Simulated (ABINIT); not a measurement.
**GaH3 (Pm-3m): zone-centre phonons**

Aim: the zone-centre modes of GaH3 (Pm-3m).

Program: ABINIT 10.8.3. Level of theory: DFT PBE, scalar-relativistic, plane waves, PseudoDojo norm-conserving pseudopotentials. Results are calculated unless marked as measured.

Most raw output is cut from this account.

The structure was built from a prototype and need not be the compound's stable phase.

## (1) Starting point

The structure is cubic, space group Pm-3m (No. 221). The conventional cell has a = 3.919 Å, b = 3.919 Å, c = 3.919 Å, α = 90.00°, β = 90.00°, γ = 90.00°. Nearest to Ga lie 6 H at 1.96 Å. Nearest to H lie 2 Ga at 1.96 Å. Farther neighbours are not listed.

## (2) A first look

A first run with smearing and empty bands tells whether the crystal has a gap, which decides between fixed occupations and smearing later on.

File probe.abi:

```
# ground state
tolvrs 1.0d-08
prtden 1
prtwf 1

# basis, mesh and filling
ecut 44.0
ecutsm 3.0
ngkpt 6 6 6
nshiftk 1
shiftk 0.0 0.0 0.0
istwfk *1
occopt 7
tsmear 0.005
nband 14
nstep 100
diemac 9.0
prtebands 0
prtgsr 0
useylm 1

# cell and atoms
acell 3*1.0 Angstrom
rprim 
    3.9188 0.0 0.0
    0.0 3.9188 0.0
    0.0 0.0 3.9188
ntypat 2
znucl 31 1
natom 4
typat 1 2 2 2
xred 
    0.0 0.0 0.0
    0.5 0.0 0.0
    0.0 0.5 0.0
    0.0 0.0 0.5
pp_dirpath "./pseudo"
pseudos "Ga.upf, H.upf"
```

The run is started by

```bash
$ OMP_NUM_THREADS=1 mpirun -n 4 abinit probe.abi > probe.log
```

It took 14 s on 4 MPI ranks of Arm Neoverse V1, shared host.

Numbers from this step:

```
volume per atom   : 15.05 Å³
pressure          : -9.866 GPa
gap on the k-mesh : 0 eV
```

No gap opens on this mesh, so smearing is kept.

## (3) Rough relaxation

The typed start is rough, so a first relaxation with smearing and loose thresholds takes it towards rest cheaply.

File prerelax.abi:

```
# relaxation
ionmov 2
optcell 2
dilatmx 1.15
chkdilatmx 0
ntime 40
tolmxf 3.0d-04
tolvrs 1.0d-10
prtwf 0
prtden 0
chksymtnons 0

# basis, mesh and filling
ecut 35.2
ecutsm 3.0
ngkpt 4 4 4
nshiftk 1
shiftk 0.0 0.0 0.0
istwfk *1
occopt 7
tsmear 0.005
nband 14
nstep 100
diemac 1000000.0
prtebands 0
prtgsr 0
useylm 1

# cell and atoms
acell 3*1.0 Angstrom
rprim 
    3.9188 0.0 0.0
    0.0 3.9188 0.0
    0.0 0.0 3.9188
ntypat 2
znucl 31 1
natom 4
typat 1 2 2 2
xred 
    0.0 0.0 0.0
    0.5 0.0 0.0
    0.0 0.5 0.0
    0.0 0.0 0.5
pp_dirpath "./pseudo"
pseudos "Ga.upf, H.upf"
```

The run is started by

```bash
$ OMP_NUM_THREADS=1 mpirun -n 4 abinit prerelax.abi > prerelax.log
```

The job ended after 47 s (4 MPI ranks; 3.1 min of CPU time).

Relaxation path:

| step | energy less that of the first step (eV) | largest force (eV/Å) | volume (Å³) |
| --- | --- | --- | --- |
| 1 | 0.0000 | 0.0000 | 60.18 |
| 2 | -0.1046 | 0.0000 | 58.42 |
| 3 | -0.4561 | 0.0000 | 35.96 |
| 4 | -0.6648 | 0.0000 | 45.40 |
| 5 | -0.6905 | 0.0000 | 43.16 |
| 6 | -0.6914 | 0.0000 | 42.64 |

| conventional cell, symmetrised | before | after | change |
| --- | --- | --- | --- |
| a (Å) | 3.919 | 3.494 | -10.9 % |
| b (Å) | 3.919 | 3.494 | -10.9 % |
| c (Å) | 3.919 | 3.494 | -10.9 % |
| volume (Å³/atom) | 15.05 | 10.66 | -29.1 % |

The relaxed structure:

```xyz
4
Lattice="3.4936 0.0000 0.0000 0.0000 3.4936 0.0000 0.0000 0.0000 3.4936" Properties=species:S:1:pos:R:3 pbc="T T T"
Ga    0.0000    0.0000    0.0000
H     1.7468    0.0000    0.0000
H     0.0000    1.7468    0.0000
H     0.0000    0.0000    1.7468
```

Read from the output:

```yaml
volume_per_atom: 10.66 Å³
pressure: 0.06029 GPa
```

The volume changes by -29.1 % in this run and stands -29.1 % from the first cell.

## (4) Rough relaxation

The cell changed much, so the rough relaxation is repeated on a basis made for the new cell.

prerelax.abi, as its differences from that of step 3:

```diff
@@ -31,5 +31,5 @@
 rprim 
-    3.9188 0.0 0.0
-    0.0 3.9188 0.0
-    0.0 0.0 3.9188
+    3.493597746 0.0 0.0
+    0.0 3.493597746 0.0
+    0.0 0.0 3.493597746
 ntypat 2
```

It took 9.1 s on 4 MPI ranks.

Little changed from the start: no atom moved by 0.005 Å and no cell edge by 0.1 %.

Numbers from this step:

```yaml
pressure: 0.06033 GPa
```

The volume changes by +0.0 % in this run and stands -29.1 % from the first cell.

## (5) Relaxation

The harmonic expansion needs vanishing forces, and a free crystal bears no stress, so cell and atoms are brought to rest. Stress is more sensitive to the basis than forces are: the last 3 Ha under the cutoff are smoothed with ecutsm.

File relax.abi:

```
# relaxation
ionmov 2
optcell 2
dilatmx 1.08
ntime 40
tolmxf 1.0d-05
tolvrs 1.0d-14
prtwf 0
prtden 0
chksymtnons 0

# basis, mesh and filling
ecut 44.0
ecutsm 3.0
ngkpt 8 8 8
nshiftk 1
shiftk 0.0 0.0 0.0
istwfk *1
occopt 3
tsmear 0.01
nband 14
nstep 100
diemac 1000000.0
prtebands 0
prtgsr 0
useylm 1

# cell and atoms
acell 3*1.0 Angstrom
rprim 
    3.493597748 0.0 0.0
    0.0 3.493597748 0.0
    0.0 0.0 3.493597748
ntypat 2
znucl 31 1
natom 4
typat 1 2 2 2
xred 
    0.0 0.0 0.0
    0.5 0.0 0.0
    0.0 0.5 0.0
    0.0 0.0 0.5
pp_dirpath "./pseudo"
pseudos "Ga.upf, H.upf"
```

The run is started by

```bash
$ OMP_NUM_THREADS=1 mpirun -n 4 abinit relax.abi > relax.log
```

Run time: 67 s. Hardware: 4 MPI ranks; 4.4 min of CPU time.

Step by step:

| step | energy less that of the first step (eV) | largest force (eV/Å) | volume (Å³) |
| --- | --- | --- | --- |
| 1 | 0.0000 | 0.0000 | 42.64 |
| 2 | -0.0001 | 0.0000 | 42.68 |
| 3 | -0.0003 | 0.0000 | 42.90 |

| conventional cell, symmetrised | before | after | change |
| --- | --- | --- | --- |
| a (Å) | 3.494 | 3.501 | +0.2 % |
| b (Å) | 3.494 | 3.501 | +0.2 % |
| c (Å) | 3.494 | 3.501 | +0.2 % |
| volume (Å³/atom) | 10.66 | 10.73 | +0.6 % |

Read from the output:

```
volume per atom : 10.73 Å³
pressure        : 0.001820 GPa
```

The volume changes by +0.6 % in this run and stands -28.7 % from the first cell.

## (6) Self-consistent run for the response

First-order wavefunctions inherit every error of the ground state, hence the very tight tolvrs. ecutsm is kept as in the relaxation, so that the cell stays at rest. Smearing stays on, as the first look found no gap above 0.3 eV.

File gs.abi:

```
# ground state
tolvrs 1.0d-16
prtden 1
prtwf 1

# basis, mesh and filling
ecut 44.0
ecutsm 3.0
ngkpt 8 8 8
nshiftk 1
shiftk 0.0 0.0 0.0
istwfk *1
occopt 3
tsmear 0.01
nband 14
nstep 100
diemac 1000000.0
prtebands 0
prtgsr 0
useylm 1

# cell and atoms
acell 3*1.0 Angstrom
rprim 
    3.500722588 0.0 0.0
    0.0 3.500722588 0.0
    0.0 0.0 3.500722588
ntypat 2
znucl 31 1
natom 4
typat 1 2 2 2
xred 
    0.0 0.0 0.0
    0.5 0.0 0.0
    0.0 0.5 0.0
    0.0 0.0 0.5
pp_dirpath "./pseudo"
pseudos "Ga.upf, H.upf"
```

The run is started by

```bash
$ OMP_NUM_THREADS=1 mpirun -n 4 abinit gs.abi > gs.log
```

The job ended after 21 s (4 MPI ranks).

Numbers from this step:

```yaml
pressure: 0.001902 GPa
```

The cell stands at 0.0019 GPa, close enough for phonons.

## (7) Linear response at Γ

At q = 0 one unit cell holds all displacements. The response is solved for single atoms along the cell's directions, and symmetry skips those that follow from others. The crystal is treated as a metal, which screens a static field, so no field response is asked.

File dfpt_gamma.abi:

```

# common to the responses
getwfk_filepath "gso_WFK"
kptopt 2
nqpt 1
qpt 0.0 0.0 0.0
asr 0
chneut 0

# displacements
rfphon 1
rfatpol 1 4
rfdir 1 1 1
tolvrs 1.0d-10
prtwf 0

# basis, mesh and filling
ecut 44.0
ecutsm 3.0
ngkpt 8 8 8
nshiftk 1
shiftk 0.0 0.0 0.0
istwfk *1
occopt 3
tsmear 0.01
nband 14
nstep 100
diemac 1000000.0
prtebands 0
prtgsr 0
useylm 1

# cell and atoms
acell 3*1.0 Angstrom
rprim 
    3.500722588 0.0 0.0
    0.0 3.500722588 0.0
    0.0 0.0 3.500722588
ntypat 2
znucl 31 1
natom 4
typat 1 2 2 2
xred 
    0.0 0.0 0.0
    0.5 0.0 0.0
    0.0 0.5 0.0
    0.0 0.0 0.5
pp_dirpath "./pseudo"
pseudos "Ga.upf, H.upf"
```

The run is started by

```bash
$ OMP_NUM_THREADS=1 mpirun -n 4 abinit dfpt_gamma.abi > dfpt_gamma.log
```

Run time: 1.9 min. Hardware: 4 MPI ranks.

Read from the output:

- largest acoustic frequency at the zone centre before the sum rule: -3.18 cm⁻¹
- highest optical zone-centre mode (no LO-TO term): 1560 cm⁻¹
- lowest optical zone-centre mode: 321.9 cm⁻¹

The acoustic modes at Γ come out as far as 3.2 cm⁻¹ from zero, where they should vanish, a small numerical error.

## (8) Zone-centre analysis

anaddb reads the merged derivatives and imposes the acoustic sum rule.

File anaddb.abi:

```
ddb_filepath "gamma_DDB"
output_file "anaddb.abo"
outdata_prefix "anaddb"
asr 1
chneut 1
enunit 2
eivec 1
nph1l 1
qph1l 0.0 0.0 0.0 1.0
```

File mrgddb.in:

```
gamma_DDB
merged
2
dfpt_gammao_DDB
gso_DDB
```

The run is started by

```bash
$ mrgddb < mrgddb.in > mrgddb.log
$ OMP_NUM_THREADS=1 anaddb anaddb.abi > anaddb.log
```

The job ended after 0.52 s (1 thread).

Read from the output:

```
lowest optical zone-centre mode : 322 cm⁻¹
```

No LO-TO term; unit eigenvectors of the mass-weighted matrix, from anaddb's displacements. Modes at Γ, with each element's share of the kinetic energy:

| mode | frequency (cm⁻¹) | symmetry | Ga % | H % |
| --- | --- | --- | --- | --- |
| 1 | 0.0 | acoustic | 96 | 4 |
| 2 | 0.0 | acoustic | 96 | 4 |
| 3 | 0.0 | acoustic | 96 | 4 |
| 4 | 322.0 | T1u | 4 | 96 |
| 5 | 322.0 | T1u | 4 | 96 |
| 6 | 322.0 | T1u | 4 | 96 |
| 7 | 512.0 | T2u | 0 | 100 |
| 8 | 512.0 | T2u | 0 | 100 |
| 9 | 512.0 | T2u | 0 | 100 |
| 10 | 1559.7 | T1u | 0 | 100 |
| 11 | 1559.7 | T1u | 0 | 100 |
| 12 | 1559.7 | T1u | 0 | 100 |

Displacements in mode 4 (322.0 cm⁻¹), the largest set to 1:
```
Ga1  0.00  0.00 -0.04
H2   0.00  0.00  1.00
H3   0.00  0.00  1.00
H4   0.00  0.00  0.44
```

Displacements in mode 10 (1559.7 cm⁻¹), the largest set to 1:
```
Ga1  0.00  0.00  0.01
H2   0.00  0.00  0.23
H3   0.00  0.00  0.23
H4   0.00  0.00 -1.00
```

The rule moves no optical mode by more than 0.2 cm⁻¹.

## (9) Outcome

```json
{
 "space group after relaxation": "Pm-3m",
 "volume per atom": "10.7 Å³",
 "highest optical zone-centre mode (no LO-TO term)": "1560 cm⁻¹",
 "lowest optical zone-centre mode": "322 cm⁻¹",
 "imaginary optical modes at the zone centre (no q mesh in this session)": "none"
}
```

In words: At the PBE level the optical modes of GaH3 (Pm-3m) at the zone centre run from 322 to 1560 cm⁻¹. These are harmonic frequencies: anharmonic shifts and widths and the lattice's thermal expansion are left out. The Fermi-Dirac smearing of 0.01 Ha is an electronic temperature of 3158 K, which adds a pressure of its own and can shift the volume and soft modes. In a metal the frequencies hang on the k mesh and the smearing, most of all near Kohn anomalies. The structure is a hypothetical one, built on a prototype.

[Host names and launcher messages were left out of these logs when they were recorded.]

[Logs are printed without paths, hosts, clocks, repeated set-up lines and the standing remarks that a program may print on its own settings, such as how far it seeks lower states.]

[Hosts, paths, dates, database ids (printed as entryN), source tags and the programs' standing remarks are cut or masked in the printed files.]
